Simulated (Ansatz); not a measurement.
# The perfect C wire along [100], 9 atoms a period, H-terminated

Wanted: the relaxed geometry and the bands of the C wire along [100], 9 atoms a period, H-terminated.

Calculated with Ansatz 0.2.0; DFT PBE, plane waves, PAW; relaxation of a wire's period, in the first sound run; inputs show where later runs differ.

### Step 1. Starting point

The cell holds 21 atoms: 9 C and 12 H. Its edges and angles: a = 11.663 Å, b = 11.663 Å, c = 3.570 Å, α = 90.0°, β = 90.0°, γ = 90.0°. Vacuum lies along a and b. The structure's axis is c.

### Step 2. Relaxation of atoms and period

Band widths follow the bond lengths, so the wire is relaxed first. The atoms and the third cell vector are free; the box across stays fixed as vacuum. A Fermi-Dirac smearing is set since the result may be a metal. The pressure printed is a third of the stress's trace over the whole box, vacuum included; only the stress along the axis is relaxed.

Input file input.yaml:

```yaml
crystal:
  lattice:
    - [11.663, 0.0, 0.0]
    - [0.0, 11.663, 0.0]
    - [0.0, 0.0, 3.57]
  atoms:
    - { symbol: C, position: [0.500011344, 0.500011344, 0.0] }
    - { symbol: H, position: [0.368044242, 0.368044242, 0.068870504] }
    - { symbol: H, position: [0.631978445, 0.631978445, 0.068870504] }
    - { symbol: C, position: [0.423487293, 0.423487293, 0.25] }
    - { symbol: C, position: [0.576535394, 0.576535394, 0.25] }
    - { symbol: H, position: [0.291520192, 0.555454394, 0.318870504] }
    - { symbol: H, position: [0.444568293, 0.708502495, 0.318870504] }
    - { symbol: H, position: [0.555454394, 0.291520192, 0.318870504] }
    - { symbol: H, position: [0.708502495, 0.444568293, 0.318870504] }
    - { symbol: C, position: [0.346963243, 0.500011344, 0.5] }
    - { symbol: C, position: [0.500011344, 0.346963243, 0.5] }
    - { symbol: C, position: [0.500011344, 0.653059445, 0.5] }
    - { symbol: C, position: [0.653059445, 0.500011344, 0.5] }
    - { symbol: H, position: [0.291520192, 0.444568293, 0.681129496] }
    - { symbol: H, position: [0.444568293, 0.291520192, 0.681129496] }
    - { symbol: H, position: [0.555454394, 0.708502495, 0.681129496] }
    - { symbol: H, position: [0.708502495, 0.555454394, 0.681129496] }
    - { symbol: C, position: [0.423487293, 0.576535394, 0.75] }
    - { symbol: C, position: [0.576535394, 0.423487293, 0.75] }
    - { symbol: H, position: [0.368044242, 0.631978445, 0.931129496] }
    - { symbol: H, position: [0.631978445, 0.368044242, 0.931129496] }
kpoints:
  mp_grid: { grid: [1, 1, 23] }
scf:
  occupations: { method: fermi_dirac, width: 0.05 }
hamiltonian:
  xc: pbe
relax:
  cell: { fix: [a, b, alpha, beta, gamma] }
  max_steps: 60
```

Started as:

```sh
ansatz run input.yaml --threads 8 --pin off --max-ram 16384MiB --backend cpu --events-out ev --progress --plain --runs-dir out
```

Numbers of over 12 decimals in the logs are rounded to 6 here.

The log of the run:

```text
Engine: ansatz 0.2.0, x86_64-unknown-linux-gnu
Pseudopotentials: kind: paw
Pseudopotential: C, paw, valence charge 4, recommended cutoff 420 eV (normal), C.paw.azcp
Pseudopotential: H, paw, valence charge 1, recommended cutoff 420 eV (normal), H.paw.azcp
Functional definition: PBE
  parameter kappa = 0.804
  parameter beta = 0.066725
  exchange = pbe_x(kappa = kappa, mu = beta*pi^2/3)
  correlation = pbe_c(beta = beta)
Crystal: 21 atoms, lattice volume = 485.611 Å³
Basis set: ecut = 420 eV, 9451 PW (Γ), exchange–correlation on 160×160×48 points (8 copies of the dense FFT grid, shifted against one another)
Bands: 45, of which v1, the nominal top of the filled ones, is band 24 counted from 1 (23 counted from 0)
Symmetry: 8 space group operations
Space group: P-42m (ITA 111), of the structure as read, at distance tolerance 7.9e-5 Å
k-points: 12 of 23
Non-local potential: C, projectors of the file, l = 0: 2, l = 1: 2, l = 2: 1
Non-local potential: H, projectors of the file, l = 0: 2, l = 1: 1
PAW form: soft (Blöchl's): semilocal exchange-correlation on the pseudo side does not see the compensation charge
PAW one-centre angular grid: C, 110 points (default); XC on 64 Gauss nodes
PAW one-centre angular grid: H, 110 points (default); XC on 64 Gauss nodes
Initial density: superposition of atomic densities (neutral atoms: chi_scale 0, normalization atom), corrected by the library's trained network
Initial wavefunctions: pseudopotential atomic-orbital guess
Functional: x = pbe(κ = 0.804, μ = 0.219515), c = pbe(β = 0.066725)
SCF iter   1: F=—  HF=-2450.708503 eV  |F-HF|=—  |Δ(HF+E_count)|=         —  Δρ=3.19e-3  dr2=7.85e-2  ethr=1.77e-3  ⟨swp⟩=7.2  Hψ=2937  notcnv=0  defer=86
preconditioner: auto → Resta (q_TF=auto, 1.855 Å⁻¹)  ε∞=1.7  [insulator: Δε(μ)=4.362 eV  Ē_g=14.260 eV  σ=0.050 eV  W_gap=1.00  n_scr=46 (ndim 8)  ℏωp=11.7 eV  f_vac=0.673  D(μ)=0.00/eV (n_scr^D=0)  ε∞_Penn≈1.7  vacuum switching on, ρ_ref=1.5e-2 e/Å³]
SCF iter   2: F=—  HF=-2450.696943 eV  |F-HF|=—  |Δ(HF+E_count)|=   1.16e-2  Δρ=1.67e-3  dr2=1.75e-2  ethr=1.64e-4  ⟨swp⟩=3.1  Hψ=931  notcnv=0  defer=186
SCF iter   3: F=—  HF=-2450.698063 eV  |F-HF|=—  |Δ(HF+E_count)|=   1.12e-3  Δρ=7.05e-4  dr2=2.68e-3  ethr=3.65e-5  ⟨swp⟩=2.8  Hψ=661  notcnv=0  defer=186
SCF iter   4: F=—  HF=-2450.697697 eV  |F-HF|=—  |Δ(HF+E_count)|=   3.66e-4  Δρ=1.67e-4  dr2=8.12e-5  ethr=5.58e-6  ⟨swp⟩=2.0  Hψ=698  notcnv=0  defer=186
SCF iter   5: F=—  HF=-2450.697912 eV  |F-HF|=—  |Δ(HF+E_count)|=   2.15e-4  Δρ=3.00e-5  dr2=5.04e-6  ethr=1.69e-7  ⟨swp⟩=2.2  Hψ=771  notcnv=0  defer=186
SCF iter   6: F=—  HF=-2450.697911 eV  |F-HF|=—  |Δ(HF+E_count)|=   5.42e-7  Δρ=1.08e-5  dr2=4.79e-7  ethr=1.05e-8  ⟨swp⟩=2.0  Hψ=622  notcnv=0  defer=186
SCF iter   7: F=-2450.697911 eV  HF=-2450.697911 eV  |F-HF|=7.40e-8  |Δ(HF+E_count)|=   2.45e-8  Δρ=3.29e-6  dr2=3.14e-8  ethr=2.08e-10  ⟨swp⟩=5.0  Hψ=1626  notcnv=0
SCF 1 converged in 7 iterations: F = -2450.697911 eV  dr2 = 3.14e-8
  greatest PAW one-centre occupation: 0.647 electrons in one spin orbital (limit 2), on the C atom at site 10 (counted from 0), in its partial waves of l = 0
relax step   1: F+E_penalty+E_count = -2450.69791146 eV  Δ(F+E_penalty+E_count) = +0.000e0 eV  max|allowed force component| = 6.138e-1 eV/Å  Δτ_max = 0.0000 Å  P = -0.403 GPa  Ω = 485.611 Å³  fix = [a, b, alpha, beta, gamma]  reactions: a -0.993, b -0.993 GPa  (7 SCF iters, dr2 threshold 1.00e-7 eV, accepted)
Crystal: 21 atoms, lattice volume = 509.287 Å³
Basis set: ecut = 420 eV, 10037 PW (Γ), exchange–correlation on 160×160×48 points (8 copies of the dense FFT grid, shifted against one another)
Initial density: handed on by an earlier stage of this run
Initial wavefunctions: those handed on with the density
iter 1 solved again at ethr=5.10e-4 eV; its pass at ethr=3.10e-3 eV (dr2=2.45e-1 eV) is discarded
SCF iter   1: F=—  HF=-2451.027366 eV  |F-HF|=—  |Δ(HF+E_count)|=         —  Δρ=1.02e-2  dr2=2.50e-1  ethr=5.10e-4  ⟨swp⟩=5.0  Hψ=2867  notcnv=0
preconditioner: auto → Resta (q_TF=auto, 1.841 Å⁻¹)  ε∞=1.7  [insulator: Δε(μ)=4.273 eV  Ē_g=14.063 eV  σ=0.050 eV  W_gap=1.00  n_scr=46 (ndim 8)  ℏωp=11.4 eV  f_vac=0.699  D(μ)=0.00/eV (n_scr^D=0)  ε∞_Penn≈1.7  vacuum switching on, ρ_ref=1.4e-2 e/Å³]
SCF iter   2: F=—  HF=-2451.006915 eV  |F-HF|=—  |Δ(HF+E_count)|=   2.05e-2  Δρ=4.65e-3  dr2=4.26e-2  ethr=5.10e-4  ⟨swp⟩=2.8  Hψ=1009  notcnv=0  defer=27
SCF iter   3: F=—  HF=-2451.013945 eV  |F-HF|=—  |Δ(HF+E_count)|=   7.03e-3  Δρ=1.46e-3  dr2=5.61e-3  ethr=8.87e-5  ⟨swp⟩=3.2  Hψ=1019  notcnv=0  defer=28
SCF iter   4: F=—  HF=-2451.014555 eV  |F-HF|=—  |Δ(HF+E_count)|=   6.11e-4  Δρ=1.58e-4  dr2=1.02e-4  ethr=1.17e-5  ⟨swp⟩=2.1  Hψ=806  notcnv=0  defer=29
SCF iter   5: F=—  HF=-2451.014756 eV  |F-HF|=—  |Δ(HF+E_count)|=   2.00e-4  Δρ=6.06e-5  dr2=1.73e-5  ethr=2.13e-7  ⟨swp⟩=2.0  Hψ=788  notcnv=0  defer=29
SCF iter   6: F=-2451.014753 eV  HF=-2451.014753 eV  |F-HF|=2.84e-7  |Δ(HF+E_count)|=   2.54e-6  Δρ=1.41e-5  dr2=6.66e-7  ethr=4.38e-9  ⟨swp⟩=3.0  Hψ=1862  notcnv=0
SCF 2 converged in 6 iterations: F = -2451.014753 eV  dr2 = 6.66e-7
  greatest PAW one-centre occupation: 0.650 electrons in one spin orbital (limit 2), on the C atom at site 12 (counted from 0), in its partial waves of l = 0
relax step   2: F+E_penalty+E_count = -2451.01475326 eV  Δ(F+E_penalty+E_count) = -3.168e-1 eV  max|allowed force component| = 4.795e-1 eV/Å  Δτ_max = 0.1197 Å  P = -0.201 GPa  Ω = 509.287 Å³  energy of the carried Pulay correction = -2.159e-2 eV  fix = [a, b, alpha, beta, gamma]  reactions: a -0.148, b -0.148 GPa  (6 SCF iters, dr2 threshold 2.10e-6 eV, accepted)
Crystal: 21 atoms, lattice volume = 507.945 Å³
Basis set: ecut = 420 eV, 9989 PW (Γ), exchange–correlation on 160×160×48 points (8 copies of the dense FFT grid, shifted against one another)
iter 1 solved again at ethr=1.83e-5 eV; its pass at ethr=3.10e-3 eV (dr2=8.77e-3 eV) is discarded
SCF iter   1: F=—  HF=-2451.047844 eV  |F-HF|=—  |Δ(HF+E_count)|=         —  Δρ=1.72e-3  dr2=7.48e-3  ethr=1.83e-5  ⟨swp⟩=3.2  Hψ=2323  notcnv=0
preconditioner: auto → Resta (q_TF=auto, 1.841 Å⁻¹)  ε∞=1.7  [insulator: Δε(μ)=4.331 eV  Ē_g=14.102 eV  σ=0.050 eV  W_gap=1.00  n_scr=46 (ndim 8)  ℏωp=11.4 eV  f_vac=0.692  D(μ)=0.00/eV (n_scr^D=0)  ε∞_Penn≈1.7  vacuum switching on, ρ_ref=1.4e-2 e/Å³]
SCF iter   2: F=—  HF=-2451.046755 eV  |F-HF|=—  |Δ(HF+E_count)|=   1.09e-3  Δρ=7.68e-4  dr2=1.00e-3  ethr=1.56e-5  ⟨swp⟩=2.7  Hψ=907  notcnv=0
SCF iter   3: F=—  HF=-2451.046997 eV  |F-HF|=—  |Δ(HF+E_count)|=   2.42e-4  Δρ=2.56e-4  dr2=1.24e-4  ethr=2.09e-6  ⟨swp⟩=2.8  Hψ=846  notcnv=0
[...]
relax step   5: F+E_penalty+E_count = -2451.04807933 eV  Δ(F+E_penalty+E_count) = -4.932e-5 eV  max|allowed force component| = 6.272e-3 eV/Å  Δτ_max = 0.0009 Å  P = -0.027 GPa  Ω = 507.571 Å³  energy of the carried Pulay correction = -2.006e-2 eV  fix = [a, b, alpha, beta, gamma]  reactions: a -0.042, b -0.042 GPa  (4 SCF iters, dr2 threshold 4.36e-8 eV, accepted)
[...]
relax step   6: F+E_penalty+E_count = -2451.07798187 eV  Δ(F+E_penalty+E_count) = -2.990e-2 eV  max|allowed force component| = 3.683e-3 eV/Å  Δτ_max = 0.0000 Å  P = +0.045 GPa  Ω = 507.571 Å³  fix = [a, b, alpha, beta, gamma]  reactions: a -0.004, b -0.004 GPa  stress off target by 1.45e-1 GPa on what of the cell is left free  SCF on the basis re-selected at this cell (its energy is not comparable with the rows above)  (7 SCF iters)
[...]
relax step   7: F+E_penalty+E_count = -2451.07737869 eV  Δ(F+E_penalty+E_count) = +6.032e-4 eV  max|allowed force component| = 5.296e-3 eV/Å  Δτ_max = 0.0030 Å  P = -0.002 GPa  Ω = 508.846 Å³  energy of the carried Pulay correction = -1.248e-3 eV  fix = [a, b, alpha, beta, gamma]  reactions: a -0.008, b -0.008 GPa  (5 SCF iters, dr2 threshold 5.22e-8 eV, accepted)
Basis set: ecut = 420 eV, 10021 PW (Γ), exchange–correlation on 160×160×54 points (8 copies of the dense FFT grid, shifted against one another)
iter 1 solved again at ethr=3.66e-7 eV; its pass at ethr=3.10e-3 eV (dr2=1.76e-4 eV) is discarded
SCF iter   1: F=—  HF=-2451.076933 eV  |F-HF|=—  |Δ(HF+E_count)|=         —  Δρ=5.02e-5  dr2=3.91e-7  ethr=3.66e-7  ⟨swp⟩=5.8  Hψ=4897  notcnv=0
preconditioner: auto → Resta (q_TF=auto, 1.841 Å⁻¹)  ε∞=1.7  [insulator: Δε(μ)=4.304 eV  Ē_g=14.060 eV  σ=0.050 eV  W_gap=1.00  n_scr=46 (ndim 8)  ℏωp=11.4 eV  f_vac=0.693  D(μ)=0.00/eV (n_scr^D=0)  ε∞_Penn≈1.7  vacuum switching on, ρ_ref=1.4e-2 e/Å³]
SCF iter   2: F=—  HF=-2451.077969 eV  |F-HF|=—  |Δ(HF+E_count)|=   1.04e-3  Δρ=2.52e-5  dr2=1.02e-7  ethr=8.15e-10  ⟨swp⟩=3.1  Hψ=1058  notcnv=0  defer=2
SCF iter   3: F=—  HF=-2451.078451 eV  |F-HF|=—  |Δ(HF+E_count)|=   4.82e-4  Δρ=8.27e-6  dr2=1.32e-8  ethr=2.12e-10  ⟨swp⟩=3.8  Hψ=1173  notcnv=0  defer=2
SCF iter   4: F=—  HF=-2451.078561 eV  |F-HF|=—  |Δ(HF+E_count)|=   1.10e-4  Δρ=5.52e-7  dr2=1.15e-9  ethr=2.75e-11  ⟨swp⟩=3.3  Hψ=1193  notcnv=0  defer=2
SCF iter   5: F=—  HF=-2451.078562 eV  |F-HF|=—  |Δ(HF+E_count)|=   1.07e-6  Δρ=2.26e-7  dr2=3.24e-10  ethr=1.00e-12  ⟨swp⟩=5.4  Hψ=1665  notcnv=0
SCF iter   6: F=-2451.078562 eV  HF=-2451.078562 eV  |F-HF|=9.49e-10  |Δ(HF+E_count)|=   1.06e-8  Δρ=5.04e-8  dr2=1.17e-11  ethr=1.00e-12  ⟨swp⟩=5.0  Hψ=1587  notcnv=0
SCF 8 converged in 6 iterations: F = -2451.078562 eV  dr2 = 1.17e-11
relax step   8: F+E_penalty+E_count = -2451.07856215 eV  Δ(F+E_penalty+E_count) = -1.183e-3 eV  max|allowed force component| = 5.411e-3 eV/Å  Δτ_max = 0.0000 Å  P = -0.001 GPa  Ω = 508.846 Å³  fix = [a, b, alpha, beta, gamma]  reactions: a -0.008, b -0.008 GPa  stress off target by 1.38e-2 GPa on what of the cell is left free  SCF on the basis re-selected at this cell (its energy is not comparable with the rows above)  (6 SCF iters)
basis re-selected at this cell: Δ(F+E_penalty+E_count) = -1.183e-3 eV, ΔP = +0.001 GPa vs the last step (what re-selecting the basis moved, of the pressure what is left beyond the Pulay correction that the steps carried, after the strain that the cell walked since its last selection, with what the two solves' SCF thresholds leave and, on support functions, any second-order correction that the steps lacked; it is no measure of the basis error at this ecutwfc). The dense FFT grid was sized anew with the basis: this SCF ran on 80×80×27 points, the steps before it on 80×80×25, so part of this shift can come from that change (see relax.cell in the input reference). [rest of the remark cut]
SCF converged after 6 iterations
Free energy (F): -2451.078562 eV
Harris-Foulkes:  -2451.078562 eV  (|F-HF|=9.49e-10)
Internal energy: -2451.078562 eV  (E = F + TS)
E sigma→0 (E₀):  -2451.078562 eV
Fermi energy:    -1.312636 eV
--- Per-component energies (eV) ---
  E_band       = -457.648498
  E_kinetic    = 991.892116
  E_local      = -10614.014922  (includes V_loc(G=0)·N_el)
  E_nonlocal   = 261.229881
  E_hartree    = 4826.423497
  E_xc         = -544.682204
  E_vxc        = -680.554784  (∫ρ·V_xc dr)
  E_paw        = -900.325096  (= ΣΔE_a)
  E_vpaw       = -69.031336  (= ΣTr[D̂ρ^β])
  E_aug_tail   = -0.016486  (compensation charges beyond the density's cutoff)
  E_ewald      = 3528.414652
  E_smearing   = -0.000000  (= −TS)
  E_closure    = 0.000000  (closes the sum)
  Σ components = -2451.078562   (vs F -2451.078562, Δ=0.00e0)
--- Forces (eV/Å), atoms counted from 1 ---
  atom   1  C     -0.00000000     0.00000000     0.00000000
  atom   2  H      0.00149634     0.00149634     0.00179162
  atom   3  H     -0.00149634    -0.00149634     0.00179162
  atom   4  C      0.00162472     0.00162472    -0.00541128
  atom   5  C     -0.00162472    -0.00162472    -0.00541128
  atom   6  H      0.00159905    -0.00079995     0.00154091
  atom   7  H      0.00079995    -0.00159905     0.00154091
  atom   8  H     -0.00079995     0.00159905     0.00154091
  atom   9  H     -0.00159905     0.00079995     0.00154091
  atom  10  C     -0.00436075     0.00000000     0.00000000
  atom  11  C      0.00000000    -0.00436075     0.00000000
  atom  12  C     -0.00000000     0.00436075     0.00000000
  atom  13  C      0.00436075     0.00000000    -0.00000000
  atom  14  H      0.00159905     0.00079995    -0.00154091
  atom  15  H      0.00079995     0.00159905    -0.00154091
  atom  16  H     -0.00079995    -0.00159905    -0.00154091
  atom  17  H     -0.00159905    -0.00079995    -0.00154091
  atom  18  C      0.00162472    -0.00162472     0.00541128
  atom  19  C     -0.00162472     0.00162472     0.00541128
  atom  20  H      0.00149634    -0.00149634    -0.00179162
  atom  21  H     -0.00149634     0.00149634    -0.00179162
  max |Σ_I F_I| component: 4.34e-19 eV/Å
--- Stress (GPa, compression-positive) ---
       -0.008491       0.000000      -0.000000
        0.000000      -0.008491      -0.000000
       -0.000000      -0.000000       0.013807
  P = ⅓ Tr σ = -0.0011 GPa (-0.011 kbar)
--- Relaxed structure (6 steps of the walk, 6 accepted, 2 SCFs on fresh bases) ---
  F+E_penalty+E_count = -2451.07856215 eV   max|allowed force component| = 5.411e-3 eV/Å   (the final SCF, on the basis selected at the relaxed cell)
  cell:  # Å, volume = 508.8461 Å³
    - [11.663, 0, 0]
    - [0, 11.663, 0]
    - [0, 0, 3.740812]
  atoms:
    - { symbol: C, position: [0.500011, 0.500011, 5.636491886437584e-19] }
    - { symbol: H, position: [0.368543, 0.368543, 0.099186] }
    - { symbol: H, position: [0.631479, 0.631479, 0.099186] }
    - { symbol: C, position: [0.424830, 0.424830, 0.256122] }
    - { symbol: C, position: [0.575193, 0.575193, 0.256122] }
    - { symbol: H, position: [0.292545, 0.555362, 0.341323] }
    - { symbol: H, position: [0.444660, 0.707478, 0.341323] }
    - { symbol: H, position: [0.555362, 0.292545, 0.341323] }
    - { symbol: H, position: [0.707478, 0.444660, 0.341323] }
    - { symbol: C, position: [0.349519, 0.500011, 0.500000] }
    - { symbol: C, position: [0.500011, 0.349519, 0.500000] }
    - { symbol: C, position: [0.500011, 0.650504, 0.500000] }
    - { symbol: C, position: [0.650504, 0.500011, 0.500000] }
    - { symbol: H, position: [0.292545, 0.444660, 0.658677] }
    - { symbol: H, position: [0.444660, 0.292545, 0.658677] }
    - { symbol: H, position: [0.555362, 0.707478, 0.658677] }
    - { symbol: H, position: [0.707478, 0.555362, 0.658677] }
    - { symbol: C, position: [0.424830, 0.575193, 0.743878] }
    - { symbol: C, position: [0.575193, 0.424830, 0.743878] }
    - { symbol: H, position: [0.368543, 0.631479, 0.900814] }
    - { symbol: H, position: [0.631479, 0.368543, 0.900814] }
```

Run time: 20 s. Hardware: 8 threads of Intel Xeon Platinum 8259CL at 2.50GHz (Skylake/Cascade Lake), shared host; peak memory 1.3 GiB.

Relaxation path:

```tsv
step	energy less that of the first step (eV)	largest force component (eV/Å)	pressure (GPa)	volume (Å³)
1	0.0000	0.6138	-0.40	485.61
2	-0.3168	0.4795	-0.20	509.29
3	-0.3491	0.0628	-0.07	507.95
4	-0.3501	0.0264	-0.04	507.56
5	-0.3502	0.0063	-0.03	507.57
6*	-0.3801	0.0037	0.05	507.57
7	-0.3795	0.0053	0.00	508.85
8*	-0.3807	0.0054	0.00	508.85
```

Relaxation steps marked * repeat the geometry before them on a plane-wave basis chosen anew for their cell, so energy and pressure can jump there.

Forces are held to the 8 operations that the run works with; a distortion that breaks them can't arise in this run.

```tsv
cell as run	before	after	change
c (Å)	3.570	3.741	+4.8 %
```

The atoms that moved most (Å, along periodic axes as changes of fractional coordinates times the final cell, across vacuum about the mean position):

```tsv
atom	dx	dy	dz	length
H2	0.006	0.006	0.113	0.114
H20	0.006	-0.006	-0.113	0.114
H21	-0.006	0.006	-0.113	0.114
H3	-0.006	-0.006	0.113	0.114
H14	0.012	0.001	-0.084	0.085
H15	0.001	0.012	-0.084	0.085
H8	-0.001	0.012	0.084	0.085
H6	0.012	-0.001	0.084	0.085
```

This step gave:

| Property | Result |
| --- | --- |
| cell length along the wire | 3.741 Å |

The cell's length comes to 3.741 Å with spin left out.

[end of part 1 of 3]

[Logs are printed without paths, hosts, clocks, repeated set-up lines and the standing remarks that a program may print on its own settings, such as how far it seeks lower states.]

[Hosts, paths, dates, database ids (printed as entryN), source tags and the programs' standing remarks are cut or masked in the printed files.]
